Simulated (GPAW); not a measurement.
Consider TiO2 (Rutile, P4_2/mnm).

```cif
data_structure
_symmetry_space_group_name_H-M 'P 1'
_symmetry_Int_Tables_number 1
_cell_length_a 4.5922
_cell_length_b 4.5922
_cell_length_c 2.9574
_cell_angle_alpha 90.000
_cell_angle_beta 90.000
_cell_angle_gamma 90.000
_cell_volume 62.37
loop_
_atom_site_label
_atom_site_type_symbol
_atom_site_fract_x
_atom_site_fract_y
_atom_site_fract_z
_atom_site_occupancy
Ti1 Ti 0.50000 0.50000 0.50000 1
Ti2 Ti 0.00000 0.00000 0.00000 1
O3 O 0.80496 0.19504 0.50000 1
O4 O 0.69504 0.69504 0.00000 1
O5 O 0.19504 0.80496 0.50000 1
O6 O 0.30496 0.30496 0.00000 1
```

Absorber: atom 3, with 2 Ti at 1.95 Å and 1 Ti at 1.98 Å (distorted trigonal planar, site symmetry m2m). Method: GPAW, PBE, full core hole (charged cell), 12-atom cell with 5.5 Å between holes, 5×5×5 k points, dipole transitions, Gaussian full width 0.9 eV up to 4 eV, rising linearly to 3.5 eV at 25 eV.

Q: Where do the maxima of the O K edge fall?

Main maxima up to 24 eV above the zero (height): 0.9 eV (1.76), 3.7 eV (2.38), 10.2 eV (1.29) and 13.2 eV (1.76). A K edge sees empty p states; the first features are O p mixed into the empty d states of the Ti neighbours, and the broad ones above probably into the cations' higher empty bands. Ti is d⁰ and octahedral here, so the pair, 2.8 eV apart, is its t₂g and e_g bands. The total-energy difference plus the lowest empty eigenvalue puts the zero at 537.95 eV. One term is added: -8.91 eV, since the hole is spin-paired here and a spin-polarised one costs that much less in the free atom (computed apart). The photon energy is then 529.04 eV. The functional and the charged cell's background leave an error of a few eV in such absolute values.

The O K spectrum (energy from the lowest empty level; intensity scaled to a mean of 1 over the first 20 eV; polarised curves are means over the symmetry-equivalent atoms):

```tsv
E (eV)	isotropic	ε ⊥ c	ε ∥ c
-2.0	0.00	0.00	0.00
-1.5	0.00	0.00	0.00
-1.0	0.00	0.00	0.00
-0.5	0.05	0.05	0.04
0.0	0.43	0.51	0.29
0.5	1.36	1.60	0.89
1.0	1.74	1.92	1.40
1.5	1.13	1.30	0.79
2.0	0.46	0.58	0.23
2.5	0.38	0.33	0.48
3.0	1.27	0.95	1.93
3.5	2.28	1.89	3.06
4.0	2.21	1.89	2.85
4.5	1.41	1.36	1.52
5.0	0.57	0.63	0.45
5.5	0.18	0.21	0.13
6.0	0.05	0.06	0.03
6.5	0.04	0.04	0.04
7.0	0.09	0.09	0.10
7.5	0.19	0.19	0.19
8.0	0.34	0.35	0.32
8.5	0.58	0.60	0.53
9.0	0.88	0.90	0.83
9.5	1.15	1.14	1.18
10.0	1.28	1.19	1.47
10.5	1.27	1.12	1.58
11.0	1.24	1.07	1.58
11.5	1.30	1.15	1.61
12.0	1.47	1.34	1.73
12.5	1.65	1.54	1.88
13.0	1.76	1.67	1.92
13.5	1.73	1.70	1.80
14.0	1.62	1.65	1.55
14.5	1.49	1.60	1.29
15.0	1.41	1.56	1.11
15.5	1.34	1.52	0.99
16.0	1.23	1.39	0.89
16.5	1.04	1.18	0.76
17.0	0.83	0.94	0.62
17.5	0.64	0.72	0.50
18.0	0.51	0.56	0.41
18.5	0.43	0.46	0.37
19.0	0.40	0.41	0.39
19.5	0.41	0.39	0.44
20.0	0.45	0.41	0.53
20.5	0.50	0.45	0.62
21.0	0.57	0.51	0.68
21.5	0.64	0.60	0.71
22.0	0.71	0.70	0.71
22.5	0.77	0.81	0.68
23.0	0.82	0.90	0.65
23.5	0.85	0.96	0.62
24.0	0.86	0.99	0.61
24.5	0.85	0.97	0.60
25.0	0.82	0.93	0.60
25.5	0.78	0.88	0.59
26.0	0.74	0.82	0.59
26.5	0.70	0.75	0.58
27.0	0.65	0.68	0.59
27.5	0.61	0.62	0.60
28.0	0.59	0.57	0.63
28.5	0.58	0.53	0.68
29.0	0.59	0.51	0.74
29.5	0.62	0.52	0.81
30.0	0.65	0.54	0.87
30.5	0.69	0.57	0.92
31.0	0.72	0.60	0.97
31.5	0.75	0.63	1.01
32.0	0.79	0.66	1.06
```

The holes are only 5.5 Å apart, so the shape is probably not converged with cell size; no larger cell was run here. The mesh is coarse (0.29 Å⁻¹ between points), so small maxima may be mesh ripples. The structure is a published determination, not relaxed.

[Banner, clock and machine lines of the logs are left out without a mark of their own.]

[Logs are printed without paths, hosts, clocks, repeated set-up lines and the standing remarks that a program may print on its own settings, such as how far it seeks lower states.]

[Hosts, paths, dates, database ids (printed as entryN), source tags and the programs' standing remarks are cut or masked in the printed files.]

[Lists of maxima count a maximum above −3 eV only where it reaches 4 % of the highest in the window and stands out from its surroundings by 2 % of it (1.5 % where it reaches 55 %); shoulders and weaker maxima are passed over, and of the rest the first, up to two pre-edge ones and the few strongest are named.]
